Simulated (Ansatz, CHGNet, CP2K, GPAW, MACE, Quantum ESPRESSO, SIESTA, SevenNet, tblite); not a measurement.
**Ge(100) slab, H on the bottom face, dimerised (80 atoms) in GPAW**

Wanted: GPAW inputs and outputs for Ge(100) slab, H on the bottom face, dimerised (80 atoms), checked against a plane-wave reference.

Main program and level: GPAW 26.7.0; the method is named at each step.

## Step 1: Set-up

The cell holds 80 atoms: 64 Ge and 16 H. Cell: a = 16.003 Å, b = 8.002 Å, c = 20.785 Å, α = 90.0°, β = 90.0°, γ = 90.0°. It derives from Ge (diamond-structure). Diamond-structure Ge (a = 5.658 Å), (100) slab of 8 atomic planes, 4 x 2 surface cells, H on the broken bonds of the bottom face, 10 Å of vacuum; top atoms paired into dimers, p(2x2) buckling; displaced by a Gaussian of 0.02 Å. Then every atom was moved at random, 0.05 Å r.m.s. a Cartesian component (hydrogen 0.6 of that). Regions: slab, 64 atoms (64 Ge); hydrogen, 16 atoms (16 H). Vacuum lies along c.

The yardstick, on the same geometry:

```
method                 : Kohn-Sham DFT, PBE, SSSP efficiency 1.3.0 pseudopotentials, plane waves (Quantum ESPRESSO 7.5); sssp-pbe-1.3.0-efficiency, cutoffs 45/360 Ry, Γ point
r.m.s. force component : 0.7693 eV/Å
longest force          : 3.356 eV/Å
time                   : 8 min on 4 MPI ranks of Arm Neoverse V2, shared host
CPU time               : 32 min
```

## Step 2: PBE, LCAO dzp, h 0.2 Å

Method: Kohn-Sham DFT, PBE, PAW, atomic orbitals (dzp).

Contents of run.py:

```python
import numpy as np
from ase.io import read
from gpaw import GPAW, FermiDirac

atoms = read("structure.xyz")
atoms.calc = GPAW(
    mode="lcao",
    basis="dzp",
    h=0.2,
    xc="PBE",
    kpts={"size": (1, 1, 1), "gamma": True},
    occupations=FermiDirac(0.05),
    maxiter=200,
    symmetry={"point_group": False},
    txt="gpaw.txt",
)
energy = atoms.get_potential_energy(force_consistent=True)
forces = atoms.get_forces()
print(f"energy {energy:.6f} eV")
print("forces (eV/A)")
for i, (a, f) in enumerate(zip(atoms, forces)):
    print(f"{i:4d} {a.symbol:2s} {f[0]:10.5f} {f[1]:10.5f} {f[2]:10.5f}")
print(f"Fermi level {atoms.calc.get_fermi_level():.4f} eV")
for k in range(len(atoms.calc.get_ibz_k_points())):
    for s in range(atoms.calc.get_number_of_spins()):
        e = atoms.calc.get_eigenvalues(kpt=k, spin=s)
        n = np.searchsorted(e, atoms.calc.get_fermi_level())
        print(f"k {k} spin {s} levels about the Fermi level:", np.round(e[max(n - 6, 0):n], 4).tolist(), "|", np.round(e[n:n + 6], 4).tolist())
```

Contents of structure.xyz:

```xyz
80
Lattice="16.00324 0.00000 0.00000 0.00000 8.00162 0.00000 0.00000 0.00000 20.78485" Properties=species:S:1:pos:R:3 pbc="T T T"
Ge 2.01737 2.00449 5.86548
Ge 15.89282 1.97688 7.27532
Ge 15.94659 3.97552 8.63216
Ge 1.93575 7.96945 10.20370
Ge 1.96936 2.05242 11.55825
Ge 0.08530 2.01633 12.96351
Ge 0.07361 0.00352 14.26672
Ge 2.00169 0.73823 15.85157
Ge 1.98968 6.00514 5.89334
Ge 15.99348 6.07027 7.24830
Ge 15.97699 7.99906 8.69680
Ge 2.10235 4.00177 10.01102
Ge 2.03097 6.04202 11.46264
Ge 15.98068 6.00089 12.98118
Ge 0.06529 3.93272 14.31369
Ge 2.03545 3.24402 15.17523
Ge 6.01434 1.99608 5.91183
Ge 3.93216 1.99024 7.24414
Ge 4.00001 4.08275 8.79220
Ge 5.98617 0.06785 10.17751
Ge 6.09675 1.95160 11.51377
Ge 4.06034 2.01929 13.00072
Ge 4.01057 7.98514 14.36067
Ge 5.95577 0.79352 15.02703
Ge 6.02170 5.98377 5.85676
Ge 3.95856 5.96897 7.22315
Ge 4.04466 7.87143 8.69139
Ge 5.98809 4.05066 10.09686
Ge 6.02330 5.97305 11.61187
Ge 4.01889 6.00538 12.97868
Ge 4.10179 3.89007 14.41263
Ge 6.10028 3.27402 15.76198
Ge 10.03387 2.00793 5.88274
Ge 8.07972 2.00049 7.26243
Ge 7.97890 3.95432 8.65336
Ge 10.08860 0.06665 10.04428
Ge 10.08044 1.96808 11.50067
Ge 8.05091 1.94367 12.87330
Ge 8.03683 0.04329 14.37439
Ge 10.05196 0.71478 15.86903
Ge 10.04731 5.98545 5.89396
Ge 7.99298 6.03666 7.32084
Ge 8.06147 7.92793 8.77245
Ge 10.00939 3.91303 10.14342
Ge 10.02699 5.99233 11.58589
Ge 7.99778 5.98617 12.91446
Ge 7.99650 4.05506 14.26132
Ge 10.03083 3.22257 15.07941
Ge 14.03068 1.99648 5.87027
Ge 12.00115 1.94727 7.24705
Ge 12.13478 3.98473 8.81007
Ge 14.09789 0.00136 10.07317
Ge 14.15503 2.15996 11.56864
Ge 11.95138 1.97928 12.96206
Ge 12.05108 7.97441 14.37252
Ge 14.01916 0.79552 15.14613
[... 20 atom lines left out ...]
H 14.01180 0.73951 4.98982
H 14.03292 3.24282 4.98566
H 14.03884 7.24747 5.01497
H 13.99659 4.75960 4.97818
```

Launch:

```console
$ OMP_NUM_THREADS=1 python run.py > output.txt
```

Log:

```text
energy -301.301878 eV
forces (eV/A)
   0 Ge   -1.17956    0.26317    0.72174
   1 Ge    1.60631   -0.08684    0.18085
   2 Ge    1.47796    0.77177   -0.23669
   3 Ge    0.66716    1.63895   -1.25889
   4 Ge    1.27752   -0.47149   -0.72736
   5 Ge   -0.28322   -0.65512   -0.60977
   6 Ge    0.78990    0.03477    1.08561
   7 Ge    0.05981   -0.58397    0.37451
   8 Ge   -0.36352    0.89865   -0.31309
   9 Ge    0.01241   -0.98705    0.30205
  10 Ge    0.93503    0.13493   -0.42728
  11 Ge   -2.43964    0.18252    1.13252
  12 Ge   -0.33570   -1.62281    1.19732
  13 Ge    0.01659   -0.56679   -0.95101
  14 Ge   -1.92198    1.59929    0.59904
  15 Ge    0.40749   -1.16721    0.92545
  16 Ge   -0.01404    0.34973    0.01639
  17 Ge    1.11669   -0.12053    1.36157
  18 Ge    1.13812   -0.87733   -2.22235
  19 Ge    0.37771   -1.83519   -0.82079
  20 Ge   -0.90335    2.00414    0.16904
  21 Ge   -0.12288   -0.76586   -1.77337
  22 Ge   -2.69935   -0.71019    0.26391
  23 Ge    1.25772    1.33761    0.94683
[...]
72 H    -0.00814    0.25114   -0.27770
  73 H     0.01201   -0.35726   -0.26075
  74 H    -0.00396    0.22902   -0.24196
  75 H     0.09617    0.19112   -0.49484
  76 H     0.07177    0.19098   -0.31761
  77 H     0.06283   -0.06504   -0.29976
  78 H    -0.10302   -0.14782   -0.27840
  79 H    -0.02534    0.07229   -0.24978
Fermi level 1.1086 eV
k 0 spin 0 levels about the Fermi level: [0.8095, 0.9267, 0.9723, 1.0258, 1.0808, 1.0852] | [1.612, 1.9112, 1.9443, 1.9738, 2.2822, 2.3554]
```

gpaw.txt:

```text
Input parameters:
  mode=LCAO(),
  basis={'default': 'dzp'},
  h=0.2,
  kpts=MonkhorstPack(size=(1, 1, 1), gamma=True),
  maxiter=200,
  occupations=Occupations(name='fermi-dirac', width=0.05, fixmagmom=False),
  symmetry=Symmetry(point_group=False),
  xc=XC(name='PBE')
Unit cell  # Å
| periodic |         x |        y |         z |   lengths |    angles |
|----------|-----------|----------|-----------|-----------|-----------|
|      yes | 16.003240 | 0.000000 |  0.000000 | 16.003240 | 90.000000 |
|      yes |  0.000000 | 8.001620 |  0.000000 |  8.001620 | 90.000000 |
|      yes |  0.000000 | 0.000000 | 20.784850 | 20.784850 | 90.000000 |
Number of symmetries: 1
Symmetry operations  # r_c * U_cc + t_c -> r_c
|   | kind |            matrix            |
|---|------|------------------------------|
| 0 |  E   |  1, 0, 0,  0, 1, 0,  0, 0, 1 |
BZ-sampling:
  Number of BZ points: 1
  Number of IBZ points: 1
  Monkhorst-Pack size: [1, 1, 1]
  Monkhorst-Pack shift: [0, 0, 0]
[... lines left out ...]
  Fermi-Dirac:
[... lines left out ...]
xc functional:
  name: PBE with 2 nearest neighbor stencil
interpolation: tri-quintic # 5. degree polynomial
Initialization done in: 8.825 s
convergence criteria:
- Maximum [total energy] change in last 3 cyles: 0.0005 eV / valence electron
- Maximum integral of absolute [dens]ity change: 0.0001 electrons / valence electron
- Maximum integral of absolute [eigenst]ate change: 4e-08 eV^2 / valence electron
maximum number of iterations: 200
SCF iterations
|iter     |      energy | eigst |  dens |
|---------|-------------|-------|-------|
|iter:   1| -304.582536 |      c|       |
|iter:   2| -303.935987 |      c| -0.91 |
|iter:   3| -330.012606 |      c| -0.94 |
|iter:   4| -440.591015 |      c| -0.82 |
[...]
|iter:  10| -301.323248 |      c| -1.90 |
|iter:  11| -301.235581 |      c| -1.97 |
|iter:  12| -301.217490c|      c| -2.16 |
|iter:  13| -301.208626c|      c| -2.33 |
|iter:  14| -301.199285c|      c| -2.47 |
|iter:  15| -301.197059c|      c| -2.77 |
|iter:  16| -301.194925c|      c| -3.09 |
|iter:  17| -301.195122c|      c| -3.68 |
|iter:  18| -301.194999c|      c| -3.88 |
|iter:  19| -301.195043c|      c| -4.04c|
Converged in 19 steps
SCF loop duration: 158.574 s (8.346 s/step)
Energy contributions relative to reference atoms: (reference = -3654448.665156)
Energy contributions:
  Kinetic:        1222.701213
  Coulomb:       -1091.811719
  Zero:              0.727735
  External:          0.000000
  Xc:             -432.705437
  Entropy:          -0.213669
  Spinorbit:         0.000000
  ----------------------------
  Free energy:    -301.301878
  Extrapolated:   -301.195043
dipole moment: (104.788150, 21.879694, -0.725706)  # |e|*Ang
Fermi level: 1.109
Eigenvalues  # (at kpt = [0.000, 0.000, 0.000])
| band index |      eig [eV] | occ [0-2] |
|------------|---------------|-----------|
|          0 |       -11.309 |     2.000 |
|        ... |               |           |
|        129 |         0.686 |     2.000 |
|        130 |         0.724 |     1.999 |
[...]
|        144 |         2.564 |     0.000 |
|        ... |               |           |
|        167 |         3.809 |     0.000 |
Gap: 0.527 eV
Transition (v -> c):
  (s=0, k=0, n=136, [0.00, 0.00, 0.00]) -> (s=0, k=0, n=137, [0.00, 0.00, 0.00])
No difference between direct/indirect transitions
Force computation time: 16.619  # s
timing:  # [seconds]
  Total:  184.044  # ━━━━━━━━━━━━━━━━━━━━━━━━━━━━━━━━━━━━━━━━━━━━━━━━━━━━━━━━
  Init:     8.824  # ━━╸
  SCF:    158.574  # ━━━━━━━━━━━━━━━━━━━━━━━━━━━━━━━━━━━━━━━━━━━━━━━━╸
  Forces:  16.619  # ━━━━━
```

It took 3.1 min on 1 thread of Arm Neoverse V2, shared host; peak memory 1.7 GiB.

Banners, paths, timers and routine set-up lines are dropped from the logs unmarked, and long logs keep their key lines alone; longer cuts are marked.

Against the reference:

```
r.m.s. force component                  : 0.8442 eV/Å
r.m.s. difference of force components   : 139.5 meV/Å
longest difference of force vectors     : 436.9 meV/Å
force difference over r.m.s. force      : 18.13 %
slope of forces against the reference's : 1.086
correlation of force components         : 0.9893
```

Length of the force difference by element (eV/Å):

| element | atoms | mean | most |
| --- | --- | --- | --- |
| Ge | 64 | 0.17 | 0.40 |
| H | 16 | 0.38 | 0.44 |

A closer look about Ge24, which has 3 bonded neighbours where the commonest count for Ge is 4: 13 atoms, nearest first, numbered in the order of the input, with positions taken from that point.

| atom | x | y | z | distance (Å) | bonds | Fx | Fy | Fz (eV/Å) |
| --- | --- | --- | --- | --- | --- | --- | --- | --- |
| Ge24 | 0.00 | 0.00 | 0.00 | 0.00 | 3 | 1.26 | 1.34 | 0.95 |
| Ge23 | -1.95 | -0.81 | -0.67 | 2.21 | 4 | -2.70 | -0.71 | 0.26 |
| Ge39 | 2.08 | -0.75 | -0.65 | 2.31 | 4 | 1.48 | -1.19 | 0.09 |
| Ge32 | 0.14 | 2.48 | 0.73 | 2.59 | 3 | 0.08 | 0.21 | 0.74 |
| Ge22 | -1.90 | 1.23 | -2.03 | 3.03 | 4 | -0.12 | -0.77 | -1.77 |
| Ge38 | 2.10 | 1.15 | -2.15 | 3.22 | 4 | 0.49 | 0.69 | -0.29 |
| Ge31 | -1.85 | 3.10 | -0.61 | 3.66 | 4 | 1.03 | 2.23 | 0.06 |
| Ge21 | 0.14 | 1.16 | -3.51 | 3.70 | 4 | -0.90 | 2.00 | 0.17 |
| Ge47 | 2.04 | 3.26 | -0.77 | 3.92 | 4 | -0.82 | -1.04 | 0.44 |
| Ge30 | -1.94 | -2.79 | -2.05 | 3.97 | 4 | -0.24 | -0.87 | 0.12 |
| Ge8 | -3.95 | -0.06 | 0.82 | 4.04 | 3 | 0.06 | -0.58 | 0.37 |
| Ge46 | 2.04 | -2.81 | -2.11 | 4.06 | 4 | 0.54 | 1.27 | 0.36 |
| Ge40 | 4.10 | -0.08 | 0.84 | 4.18 | 3 | -0.09 | -0.35 | 0.34 |

Atoms are counted from 1 here, from 0 in the log.

Forces lie 18 % from the reference's, at 0.097 times its CPU time (on 1 against 4 cores).

## Step 3: PBE, LCAO dzp, h 0.2 Å, other mixer settings

Method: Kohn-Sham DFT, PBE, PAW, atomic orbitals (dzp).

Edit run.py of step 2 so:

```diff
@@ -2,3 +2,3 @@
 from ase.io import read
-from gpaw import GPAW, FermiDirac
+from gpaw import GPAW, FermiDirac, Mixer
 
@@ -12,2 +12,3 @@
     occupations=FermiDirac(0.05),
+    mixer=Mixer(0.03, 7, 100),
     maxiter=200,
```

structure.xyz is that of step 2.

Log:

```text
energy -301.301873 eV
forces (eV/A)
   0 Ge   -1.18058    0.26355    0.71531
   1 Ge    1.60634   -0.08722    0.17772
   2 Ge    1.47753    0.77133   -0.23537
   3 Ge    0.66720    1.63932   -1.25917
   4 Ge    1.27824   -0.47085   -0.72884
   5 Ge   -0.28398   -0.65477   -0.61240
   6 Ge    0.79043    0.03415    1.08281
   7 Ge    0.06113   -0.58617    0.36769
   8 Ge   -0.36453    0.89867   -0.31928
   9 Ge    0.01236   -0.98726    0.29816
  10 Ge    0.93560    0.13533   -0.42683
  11 Ge   -2.43976    0.18202    1.13311
  12 Ge   -0.33646   -1.62321    1.19734
  13 Ge    0.01663   -0.56729   -0.95175
  14 Ge   -1.92217    1.59981    0.59461
  15 Ge    0.40764   -1.16714    0.92173
  16 Ge   -0.01435    0.34951    0.00912
  17 Ge    1.11629   -0.12083    1.35880
  18 Ge    1.13710   -0.87754   -2.22305
  19 Ge    0.37806   -1.83596   -0.81857
  20 Ge   -0.90345    2.00353    0.16848
  21 Ge   -0.12079   -0.76623   -1.77432
  22 Ge   -2.69961   -0.70967    0.26093
  23 Ge    1.25819    1.33701    0.94404
[...]
72 H    -0.00811    0.25288   -0.27856
  73 H     0.01201   -0.35915   -0.26160
  74 H    -0.00393    0.23071   -0.24275
  75 H     0.09634    0.18954   -0.49558
  76 H     0.07166    0.19265   -0.31850
  77 H     0.06288   -0.06669   -0.30038
  78 H    -0.10305   -0.14937   -0.27921
  79 H    -0.02543    0.07386   -0.25041
Fermi level 1.1087 eV
k 0 spin 0 levels about the Fermi level: [0.8099, 0.9266, 0.9727, 1.0257, 1.0812, 1.0851] | [1.612, 1.9112, 1.9445, 1.9738, 2.2826, 2.3558]
```

gpaw.txt:

```text
Input parameters:
  mode=LCAO(),
  basis={'default': 'dzp'},
  h=0.2,
  kpts=MonkhorstPack(size=(1, 1, 1), gamma=True),
  maxiter=200,
  mixer=Pulay(name='pulay', nmaxold=7, beta=0.03, weight=100, sigma=0.015, g_ss=None),
  occupations=Occupations(name='fermi-dirac', width=0.05, fixmagmom=False),
  symmetry=Symmetry(point_group=False),
  xc=XC(name='PBE')
Unit cell  # Å
[... lines left out ...]
  Fermi-Dirac:
[... lines left out ...]
convergence criteria:
- Maximum [total energy] change in last 3 cyles: 0.0005 eV / valence electron
[... lines left out ...]
Converged in 26 steps
[... lines left out ...]
  Free energy:    -301.301873
  Extrapolated:   -301.195035
dipole moment: (104.789088, 21.879810, -0.725470)  # |e|*Ang
Fermi level: 1.109
Eigenvalues  # (at kpt = [0.000, 0.000, 0.000])
| band index |      eig [eV] | occ [0-2] |
|------------|---------------|-----------|
|          0 |       -11.309 |     2.000 |
|        ... |               |           |
|        129 |         0.686 |     2.000 |
|        130 |         0.725 |     1.999 |
[...]
|        144 |         2.565 |     0.000 |
|        ... |               |           |
|        167 |         3.810 |     0.000 |
Gap: 0.527 eV
Transition (v -> c):
  (s=0, k=0, n=136, [0.00, 0.00, 0.00]) -> (s=0, k=0, n=137, [0.00, 0.00, 0.00])
No difference between direct/indirect transitions
Force computation time: 16.470  # s
timing:  # [seconds]
  Total:  242.388  # ━━━━━━━━━━━━━━━━━━━━━━━━━━━━━━━━━━━━━━━━━━━━━━━━━━━━━━━━
  Init:     8.914  # ━━
  SCF:    216.980  # ━━━━━━━━━━━━━━━━━━━━━━━━━━━━━━━━━━━━━━━━━━━━━━━━━━
  Forces:  16.470  # ━━━━
```

Run time: 4.1 min. Hardware: 1 thread; peak memory 1.6 GiB.

Numbers from this run, and their distance from the reference:

| Quantity | Value |
| --- | --- |
| r.m.s. force component | 0.8441 eV/Å |
| r.m.s. difference of force components | 138.7 meV/Å |
| longest difference of force vectors | 435.9 meV/Å |
| force difference over r.m.s. force | 18.03 % |
| slope of forces against the reference's | 1.086 |
| correlation of force components | 0.9895 |
| energy less the same-level run's | 0.0001 meV/atom |
| r.m.s. force difference from the same-level run | 1.896 meV/Å |

Against the first run (18 %), the force difference from the reference is 18 %, at 1.3 times the CPU time: another solver or mixer reaches the same state.

## Step 4: PBE, LCAO sz(dzp), h 0.2 Å

Method: Kohn-Sham DFT, PBE, PAW, atomic orbitals (sz(dzp)).

Edit run.py of step 3 so:

```diff
@@ -2,3 +2,3 @@
 from ase.io import read
-from gpaw import GPAW, FermiDirac, Mixer
+from gpaw import GPAW, FermiDirac
 
@@ -7,3 +7,3 @@
     mode="lcao",
-    basis="dzp",
+    basis="sz(dzp)",
     h=0.2,
@@ -12,3 +12,2 @@
     occupations=FermiDirac(0.05),
-    mixer=Mixer(0.03, 7, 100),
     maxiter=200,
```

structure.xyz is that of step 3.

Log:

```text
energy -274.004103 eV
forces (eV/A)
   0 Ge   -1.53126    0.32441    1.80020
   1 Ge    1.92003   -0.15180    0.33193
   2 Ge    1.75406    0.93421   -0.22811
   3 Ge    0.76780    1.94519   -1.58062
   4 Ge    1.57452   -0.43034   -0.70787
   5 Ge   -0.36092   -0.73995   -1.03286
   6 Ge    1.00386   -0.14079    1.19337
   7 Ge    0.07872   -0.82517    0.73160
   8 Ge   -0.49523    1.08160    0.58141
   9 Ge    0.00733   -1.09491    0.52112
  10 Ge    1.18156    0.16756   -0.43047
  11 Ge   -2.89519    0.18940    1.24200
[...]
75 H     0.08063    1.23225   -1.12699
  76 H     0.06341   -0.77337   -0.93134
  77 H     0.06915    0.92856   -0.93833
  78 H    -0.06012    0.81080   -0.88693
  79 H    -0.02275   -0.90799   -0.91044
Fermi level 0.4448 eV
k 0 spin 0 levels about the Fermi level: [0.1299, 0.2552, 0.3036, 0.3608, 0.4112, 0.4296] | [0.9893, 1.3285, 1.3709, 1.3953, 1.706, 1.8769]
```

gpaw.txt:

```text
Input parameters:
  mode=LCAO(),
  basis={'default': 'sz(dzp)'},
  h=0.2,
  kpts=MonkhorstPack(size=(1, 1, 1), gamma=True),
  maxiter=200,
  occupations=Occupations(name='fermi-dirac', width=0.05, fixmagmom=False),
  symmetry=Symmetry(point_group=False),
  xc=XC(name='PBE')
[... lines left out ...]
  Fermi-Dirac:
[... lines left out ...]
convergence criteria:
- Maximum [total energy] change in last 3 cyles: 0.0005 eV / valence electron
[... lines left out ...]
Converged in 16 steps
[... lines left out ...]
  Free energy:    -274.004103
[... lines left out ...]
Fermi level: 0.445
[... lines left out ...]
|          0 |       -12.274 |     2.000 |
|        ... |               |           |
|        129 |        -0.031 |     2.000 |
|        130 |         0.046 |     1.999 |
[...]
|        144 |         2.065 |     0.000 |
|        ... |               |           |
|        167 |         3.731 |     0.000 |
Gap: 0.560 eV
Transition (v -> c):
  (s=0, k=0, n=136, [0.00, 0.00, 0.00]) -> (s=0, k=0, n=137, [0.00, 0.00, 0.00])
No difference between direct/indirect transitions
Force computation time: 3.778  # s
timing:  # [seconds]
  Total:  59.089  # ━━━━━━━━━━━━━━━━━━━━━━━━━━━━━━━━━━━━━━━━━━━━━━━━━━━━━━━━━
  Init:    7.830  # ━━━━━━━╸
  SCF:    47.459  # ━━━━━━━━━━━━━━━━━━━━━━━━━━━━━━━━━━━━━━━━━━━━━━
  Forces:  3.778  # ━━━╸
```

It took 60 s on 1 thread; peak memory 1.4 GiB.

Numbers from this run, and their distance from the reference:

```yaml
r_m_s_force_component: 1.094 eV/Å
r_m_s_difference_of_force_components: 539.3 meV/Å
longest_difference_of_force_vectors: 1742 meV/Å
force_difference_over_r_m_s_force: 70.11 %
slope_of_forces_against_the_reference_s: 1.266
correlation_of_force_components: 0.89
```

This is a coarse setting, run to see what it loses.

Against the first run (18 %), the force difference from the reference is 70 %, at 0.33 times the CPU time, with 272 basis functions against 912: the smaller basis costs accuracy.

[end of part 1 of 2]

[Also dropped from logs without a mark: logging warnings of Python, and SIESTA's first energy breakdown and zero terms.]

[Logs are printed without paths, hosts, clocks, repeated set-up lines and the standing remarks that a program may print on its own settings, such as how far it seeks lower states.]

[Hosts, paths, dates, database ids (printed as entryN), source tags and the programs' standing remarks are cut or masked in the printed files.]
